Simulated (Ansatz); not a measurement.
# CrSi2P4 monolayer in a perpendicular field, part 2 of 2

Aim: how the CrSi2P4 monolayer screens a field along its normal, and what the field does to its bands. A positive field points along +c.

Ansatz 0.2.0; plane-wave DFT, PBE-D3(BJ), Ansatz PAW (set soft_1); PAW set soft_1.

So far, gap, the smaller of path and mesh (eV): step 3 (single point, field 0) 0.423; step 4 (field 0.1 V/Å) 0.423.

### 5. Atoms held, field -0.1 V/Å

input.yaml reads:

```yaml
crystal:
  lattice:
    - [3.3669527518, 0.0, 0.0]
    - [-1.6834763759, 2.9158666164, 0.0]
    - [0.0, 0.0, 27.2586158807]
  atoms:
    - { symbol: P, position: [0.0, 0.0, 0.3301708362] }
    - { symbol: Si, position: [0.3333333333, 0.6666666667, 0.3693496334] }
    - { symbol: P, position: [0.3333333333, 0.6666666667, 0.4518045095] }
    - { symbol: Cr, position: [0.0, 0.0, 0.5] }
    - { symbol: P, position: [0.3333333333, 0.6666666667, 0.5481954905] }
    - { symbol: Si, position: [0.3333333333, 0.6666666667, 0.6306503666] }
    - { symbol: P, position: [0.0, 0.0, 0.6698291638] }
kpoints:
  mp_grid: { grid: [18, 18, 1] }
  band_path:
    path: [[0, 0, 0], [0.5, 0, 0], [0.33333333, 0.33333333, 0], [0, 0, 0]]
    npoints: 16
hamiltonian:
  xc: pbe
  dispersion: d3bj
  pseudopotentials: { kind: paw, azcp: { folder: soft_1 } }
scf:
  occupations: { method: fermi_dirac, width: 0.02585 }
  convergence: { dr2_threshold: 1.0e-10 }
efield:
  axis: 3
  dipole_correction: true
  ramp_position: 0.9549
  ramp_width: 0.0902
  amplitude: -0.1
output:
  write_potential: true
  write_density: true
  volumetric_format: npy
```

Launch:

```sh
ansatz run input.yaml --threads 2 --pin off --max-ram 3072MiB --backend cpu --events-out ev --progress --plain --runs-dir out
```

Run time: 40 s. Hardware: 2 threads of Arm Neoverse V1, shared host; peak memory 0.61 GiB.

The dipole is -0.0606 e·Å, and the gap 0.423 eV.

### 6. Response, atoms held

This step: plane-wave DFT, PBE-D3(BJ), Ansatz PAW (set soft_1); response to a field along the normal, atoms held; PAW set soft_1 (Ansatz 0.2.0).

The dipoles give the slope, and the difference of two potentials shows where the field is screened.

This step gave:

- equivalent conductor thickness p/(ε₀AE): 11.17 Å
- distance between the outer atoms: 9.259 Å

Table of dipole of the cell by applied field:

```
applied field (V/Å)  dipole of the cell (e·Å)
            -0.1000                   -0.0606
             0.0000                    2.7e-6
             0.1000                    0.0606
```

Local field over the applied field, running mean. From the potentials at -0.1 and 0.1 V/Å; running mean over 2.5 Å. Table of local field over applied field by z:

```
z (Å)  local field over applied field
  4.5                           0.998
  5.0                           0.995
  5.5                           0.985
  6.0                           0.960
  6.5                           0.899
  7.0                           0.779
  7.5                           0.610
  8.0                           0.431
  8.5                           0.256
  9.0                           0.122
  9.5                          0.0655
 10.0                          0.0611
 10.5                          0.0688
 11.0                          0.0855
 11.5                          0.0863
 12.0                          0.0676
 12.5                          0.0533
 13.0                          0.0424
 13.5                          0.0290
 14.0                          0.0348
 14.5                          0.0482
 15.0                          0.0591
 15.5                          0.0771
 16.0                          0.0894
 16.5                          0.0773
 17.0                          0.0641
 17.5                          0.0603
 18.0                          0.0831
 18.5                           0.178
 19.0                           0.338
 19.5                           0.517
 20.0                           0.695
 20.5                           0.844
 21.0                           0.934
 21.5                           0.975
 22.0                           0.991
 22.5                           0.997
 23.0                           0.999
```

The induced electron density oscillates, so the rows of the table below give means over windows of 0.5 Å about each position, cut where the curve ends. Its maxima inside the range that stand out by 2 % of the span (Å: e/Å³ per V/Å): 7.95: 0.00372, 9.37: 8.5e-4, 11.07: 5.0e-4, 12.21: 9.0e-4, 14.34: 4.5e-4, 15.62: 1.2e-4, 17.04: 0.00145, 18.31: -3.7e-4. Its minima: 8.94: 3.7e-4, 10.22: -0.00145, 11.64: -1.2e-4, 12.92: -4.5e-4, 15.05: -9.0e-4, 16.18: -4.9e-4, 17.89: -8.5e-4, 19.31: -0.00372.

Electrons, planar mean, per unit field. Table of induced electron density by z; means over each step:

```
z (Å)  induced electron density (e/Å³ per V/Å)
  4.5                                   7.1e-6
  5.0                                   2.2e-5
  5.5                                   6.9e-5
  6.0                                   2.0e-4
  6.5                                   5.4e-4
  7.0                                  0.00132
  7.5                                  0.00273
  8.0                                  0.00353
  8.5                                  0.00178
  9.0                                   5.4e-4
  9.5                                   5.1e-4
 10.0                                 -0.00104
 10.5                                  -6.5e-4
 11.0                                   4.0e-4
 11.5                                   5.1e-5
 12.0                                   4.5e-4
 12.5                                   4.9e-4
 13.0                                  -3.5e-4
 13.5                                  -8.2e-5
 14.0                                   2.5e-4
 14.5                                   8.8e-5
 15.0                                  -7.5e-4
 15.5                                  -7.2e-5
 16.0                                  -2.9e-4
 16.5                                  -9.9e-5
 17.0                                  0.00121
 17.5                                   2.8e-4
 18.0                                  -7.0e-4
 18.5                                  -7.8e-4
 19.0                                 -0.00292
 19.5                                 -0.00337
 20.0                                 -0.00199
 20.5                                  -8.8e-4
 21.0                                  -3.3e-4
 21.5                                  -1.2e-4
 22.0                                  -4.0e-5
 22.5                                  -1.3e-5
 23.0                                  -4.5e-6
```

The smaller of the gaps on the path and on the k-mesh, counted as 0 under 0.03 eV. The gap stays at 0.423 eV for applied field from -0.1 to 0.1 V/Å.

By hand: between -0.1 and 0.1 V/Å the dipole changes by 0.1212 e·Å, a slope of 0.6061 e·Å²/V. A perfect conductor of thickness t has p = ε₀AEt, so t = 180.95 × 0.6061 / 9.818 = 11.17 Å (e/ε₀ = 180.95 V·Å, A in Å²).

The induced dipole is that of a conductor 11.17 Å thick.

### 7. What came out

```json
{
  "gap without field": "0.423 eV",
  "ionisation energy, upper face": "5.42 eV",
  "electron affinity, upper face": "5.00 eV",
  "equivalent conductor thickness, atoms held": "11.2 Å"
}
```

In words: The induced dipole equals that of a perfect conductor 11.17 Å thick, while the outer atoms lie 9.26 Å apart; an out-of-plane ε follows only once a thickness t is chosen, by 1 − 1/ε = 11.17 Å / t. The gap stays within 0.01 eV of 0.42 eV over the fields run, up to 0.1 V/Å in size. Semilocal functionals give gaps that are too small, and excitons are not included. The first relaxation ran with spin and lost its moment, and the later runs have none; other magnetic states were not tried. The outer anions sit over the metal atoms, one of several polytypes of such layers and not the lowest for every compound.

[Logs are printed without paths, hosts, clocks, repeated set-up lines and the standing remarks that a program may print on its own settings, such as how far it seeks lower states.]

[Hosts, paths, dates, database ids (printed as entryN), source tags and the programs' standing remarks are cut or masked in the printed files.]

[Maps of the electrostatic potential energy from Ansatz leave out the sawtooth potential of an applied field or a dipole correction, so their vacuum need not be flat; planar profiles and work functions include it.]
